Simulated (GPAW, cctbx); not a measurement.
# NaGaAg2Br6: deformation density and structure factors from DFT

Question: by how much does bonding change the X-ray structure factors of NaGaAg2Br6, how firmly does DFT give the change, and what does a routine refinement make of it?

The cell comes from substitution in a known structure type and wasn't matched to any measured phase. All numbers below are calculated.

**1. Find the equilibrium geometry**

The density hangs on the geometry, so cell and atoms are relaxed first, with the symmetry held. The cutoff is set higher than for the density because stress converges slowly with plane waves.

Settings: GPAW 26.7.0, PBE, 570 eV, 3×3×3 k-points, Fermi–Dirac width 0.05 eV, BFGS to 0.03 eV/Å.

```text
cell
1.0
     0.000000000    5.290000000    5.290000000
     5.290000000    0.000000000    5.290000000
     5.290000000    5.290000000    0.000000000
Ag Br Ga Na
2 6 1 1
Direct
0.250000000 0.250000000 0.250000000
0.750000000 0.750000000 0.750000000
0.770700000 0.770700000 0.229300000
0.770700000 0.229300000 0.770700000
0.229300000 0.770700000 0.229300000
0.229300000 0.770700000 0.770700000
0.229300000 0.229300000 0.770700000
0.770700000 0.229300000 0.229300000
0.000000000 0.000000000 0.000000000
0.500000000 0.500000000 0.500000000
```

```console
$ OMP_NUM_THREADS=1 mpirun -n 4 gpaw python run.py > gpaw.log
```

```text
BFGS:    0      -23.582503        1.337043
BFGS:    1      -23.726053        1.026384
BFGS:    2      -23.954231        0.127882
BFGS:    3      -23.958963        0.053884
...
BFGS:    7      -23.961323        0.050977
BFGS:    8      -23.962225        0.037877
BFGS:    9      -23.962692        0.012143
cell  7.5388 7.5388 7.5388  60.00 60.00 60.00
volume 302.963 A^3, largest force 0.012 eV/A, largest stress 0.03 GPa
```

After 9 steps the volume has changed by +2.3 % and the energy by -0.380 eV; the largest stress left is 0.03 GPa. It took 2 min on 4 cores of Arm Neoverse V2 (shared host), peak memory 1.6 GiB.

Relaxed structure: Fm-3m (no. 225), a = 10.6615 Å, b = 10.6615 Å, c = 10.6615 Å, α = 90.00°, β = 90.00°, γ = 90.00°.

```csv
atom,mult.,x,y,z
Ag1,8,1/4,3/4,3/4
Br1,24,0,0,0.7623
Ga1,4,0,0,0
Na1,4,1/2,0,0
```

**2. The all-electron density**

X-rays see the whole electron density, so the PAW density is rebuilt with its core regions. Subtracting spherical free atoms from the same code cancels the cores and leaves the deformation density Δρ, the part due to bonding.

Settings: PBE, 450 eV, 3×3×3 k-points, Fermi–Dirac width 0.05 eV; primitive cell of 10 atoms.

```console
$ OMP_NUM_THREADS=1 mpirun -n 4 gpaw python run.py > gpaw.log
```

```text
|iter:   1|       0s |  -25.540886 | -0.81 |       |
|iter:   2|       1s |  -25.229085 | -2.48 | -1.27 |
|iter:   3|       2s |  -24.103095 | -1.73 | -1.31 |
...
|iter:   7|       6s |  -23.930220c| -5.58 | -3.26 |
|iter:   8|       7s |  -23.930238c| -6.39 | -3.64 |
|iter:   9|       8s |  -23.930238c| -7.61c| -4.44c|
```

```text
grid (80, 80, 80)  electrons 346.000  moved by bonding 1.721 e
deformation density beyond 0.5 A of the nuclei: max 0.082, min -0.085 e/A^3
atom        x       y       z   Voronoi charge  moment
Ag1    0.2500  0.2500  0.2500      0.469       0.00
Ag2    0.7500  0.7500  0.7500      0.469       0.00
Br3    0.7623  0.7623  0.2377     -0.231       0.00
Br4    0.7623  0.2377  0.7623     -0.231       0.00
Br5    0.2377  0.7623  0.2377     -0.231       0.00
Br6    0.2377  0.7623  0.7623     -0.231       0.00
Br7    0.2377  0.2377  0.7623     -0.231       0.00
Br8    0.7623  0.2377  0.2377     -0.231       0.00
Ga9    0.0000  0.0000  0.0000      0.287       0.00
Na10   0.5000  0.5000  0.5000      0.159       0.00
mean inner potential of superposed free atoms 11.286 V
total magnetic moment 0.000 muB
```

Deformation density in a plane through the shortest contact of the Br atom at the origin, in 0.01 e/Å³ (clipped at ±99); x from -1.6 to 4.1 Å, y from 2.4 down to -2.4 Å:

```text
  2   1   0   0   0   0   0   1   2   2   .   .  -1   3   2   1
  1   0   0   0   0   0   0   0   1   1  -3  -4  -1   1   1   0
  0   0   0   1   1   0   0   0   0   3   5   6   5   2   0   0
  0   0   1   2   2   1   0   0   0   1   4   5   3   0   0   0
 -1   0   1   3   4   2   1   2   0  -4  -5  -5  -5  -3   1   2
  0   1   0   0   .  -2   1   6   1  -7  -3   .  -7  -4   4   5
  0   1  -1  -1   .   .   0   8   2  -7   .   .   1  -4   6   7
  0   1   0   0   .  -2   1   6   1  -7  -3   .  -7  -4   4   5
 -1   0   1   3   3   2   1   2   0  -4  -5  -5  -5  -3   1   2
  0   0   1   2   2   1   0   0   0   1   4   5   3   0   0   0
  0   0   0   1   1   0   0   0   0   3   6   6   4   2   0   0
  1   0   0   0   0   0   0   0   1   1  -3  -4  -1   1   1   0
  2   1   0   0   0   0   0   1   2   2   .   .  -1   3   2   1
```

Atoms in or within 0.15 Å of the plane: Br (0.0, 0.0), Ga (2.5, 0.0) Å. Dots mark points within about 0.45 Å of a nucleus; large values next to them are atomic features.

Br gains most (-0.23 e) and Ag loses most (+0.47 e); Br is the most electronegative element, but the order of the others doesn't follow electronegativity. Such charges fall far short of formal ones, since overlapping free atoms already put density on their neighbours. Along the shortest contact from the Br atom at the map's origin, Br–Ga at 2.53 Å, Δρ is +0.07 e/Å³ at the midpoint and highest, +0.08, 1.08 Å from Br (points within 0.5 Å of a nucleus left out): a modest build-up. At the midpoints of other shortest contacts it is 0.00 (Br–Na, 2.80 Å) e/Å³. Point values carry grid noise of about 0.01 e/Å³. The run needed 9 iterations, 17 s.

**3. From the density to structure factors**

The Fourier components of Δρ, added to those of the free atoms, give the static X-ray structure factors; the Mott–Bethe relation turns them into the Fourier components V of the potential that fast electrons feel.

```text
static structure factors of the conventional cell: F in electrons, V (Mott-Bethe) in volts
   h  k  l      d  |F| table  |F| free   |F| DFT   change   |V| free  |V| DFT  change %
   1  1  1  6.1554   138.940   138.887   138.805   -0.081     0.878    0.889      1.3
   0  2  0  5.3308    65.805    65.791    67.703    1.911     1.028    0.822    -20.0
   0  2  2  3.7694   242.608   242.415   239.346   -3.068     1.521    1.685     10.8
   1  3  1  3.2146    52.423    52.533    52.158   -0.376     0.247    0.262      5.9
   2  2  2  3.0777   882.046   881.924   884.058    2.134     5.589    5.513     -1.4
   0  4  0  2.6654  1115.326  1115.083  1115.882    0.799     6.867    6.846     -0.3
   1  3  3  2.4459    18.484    18.537    19.081    0.544     0.199    0.186     -6.2
   0  4  2  2.3840    41.323    41.758    41.332   -0.425     0.435    0.445      2.1
   2  4  2  2.1763   201.472   200.383   201.085    0.702     1.021    1.008     -1.2
   3  3  3  2.0518    80.441    80.655    81.274    0.618     0.523    0.513     -1.9
   1  5  1  2.0518   173.123   172.996   172.792   -0.204     0.893    0.897      0.4
   0  4  4  1.8847   977.639   976.655   976.351   -0.304     5.114    5.118      0.1
   1  5  3  1.8021   104.471   104.198   103.889   -0.309     0.476    0.480      0.8
   2  4  4  1.7769    29.461    29.176    28.055   -1.121     0.233    0.246      5.7
```

The largest X-ray change is -3.07 e on 022, 1.3 % of |F|. For electrons V goes as (Z − F)/g², so a change of F counts against Z − F, which is small at low angle and wherever the atoms' terms cancel: |V| of 020 moves by -20.0 % (1.03 to 0.82 V) against +2.9 % in |F|. The last three rows still change by up to 1.12 e; the table stops while the angles are still low. The tabulated Hartree–Fock atoms differ from the free DFT atoms by up to 1.09 e, so the choice of reference atom matters too.

**4. How cheap can the run be?**

Cutoff and k-mesh: one is changed at a time, to find what the result needs.

| run | ΔF 022 (e) | ΔF 222 (e) | ΔF 020 (e) | q(Br) (e) | moved (e) | time |
| --- | --- | --- | --- | --- | --- | --- |
| 450 eV 3×3×3 | -3.068 | +2.134 | +1.911 | -0.231 | 1.721 | 17 s |
| 250 eV 3×3×3 | -3.106 | +2.058 | +1.918 | -0.231 | 1.716 | 8.5 s |
| 350 eV 3×3×3 | -3.077 | +2.118 | +1.914 | -0.234 | 1.710 | 13 s |
| 750 eV 3×3×3 | -3.067 | +2.141 | +1.911 | -0.234 | 1.727 | 31 s |
| 450 eV 1×1×1 | -4.033 | +3.274 | +2.448 | -0.300 | 2.275 | 8.5 s |
| 450 eV 2×2×2 | -3.113 | +2.200 | +1.934 | -0.234 | 1.747 | 13 s |

Within 0.06 e of the base on all three: 350 eV 3×3×3 and 750 eV 3×3×3. The largest error, 1.140 e, comes with 450 eV 1×1×1. The moved charge is off by up to 32 % among these runs. Times are from shared hosts.

**5. Refining ordinary atoms against data with bonding**

Routine crystallography fits spherical atoms. To see the bias, intensities are simulated from tabulated atoms plus the DFT change ΔF, so that bonding alone can misfit (10080 reflections of the full sphere, merged to the counts below, to 0.5 Å, 1 % proportional noise plus counting noise, assumed isotropic U as listed, Δρ smeared by the mean U) and refined with cctbx over different ranges.

```
                    range  data      R1  GooF  U Ag1 (true 0.0063)  U Br1 (true 0.0071)  U Ga1 (true 0.0074)  U Na1 (true 0.0102)  largest shift (Å)  Δρ max, min (e/Å³)
                 all data   304  0.0035  1.08               0.0063               0.0071               0.0074               0.0102             0.0001         0.15, -0.21
 low resolution, d > 0.84    79  0.0029  1.19               0.0063               0.0071               0.0072               0.0102             0.0000         0.10, -0.10
     high order, d < 0.75   198  0.0038  0.99               0.0063               0.0071               0.0074               0.0101             0.0001         0.16, -0.15
occupancies free, d > 0.7   127  0.0031  1.17               0.0064               0.0071               0.0073               0.0099             0.0001         0.15, -0.16
```

With all data GooF is 1.08, so at this noise the bonding hardly shows; the top residual peak, near noise level, lies 1.19 Å from Br and 2.53 Å from Na. No U is off by more than 3 s.u. at low resolution. With Ag1 held at 1 and the scale free, the other occupancies refine to Br1 0.999(0.001), Ga1 0.999(0.002) and Na1 0.992(0.006), within three s.u. of full.

**6. Answer**

Bonding moves 1.72 e in the primitive cell of NaGaAg2Br6 and changes the structure factors of the conventional cell in the table above by at most 3.07 e (022, 1.3 %), and among reflections above 2 % of the strongest by up to 3.8 % (244). The shortest bond, Br–Ga, has Δρ = +0.07 e/Å³ at its midpoint. Within 0.06 e of the base on all three: 350 eV 3×3×3 and 750 eV 3×3×3. The largest error, 1.140 e, comes with 450 eV 1×1×1. The moved charge is off by up to 32 % among these runs. With all data GooF is 1.08, so at this noise the bonding hardly shows. Limits: static density, frozen cores, no spin–orbit coupling.

[Outputs are excerpts: Python notices, other lines and further rows are left out; steps that failed or that the build refused (PBEsol, TPSS) are not shown.]

[Logs are printed without paths, hosts, clocks, repeated set-up lines and the standing remarks that a program may print on its own settings, such as how far it seeks lower states.]
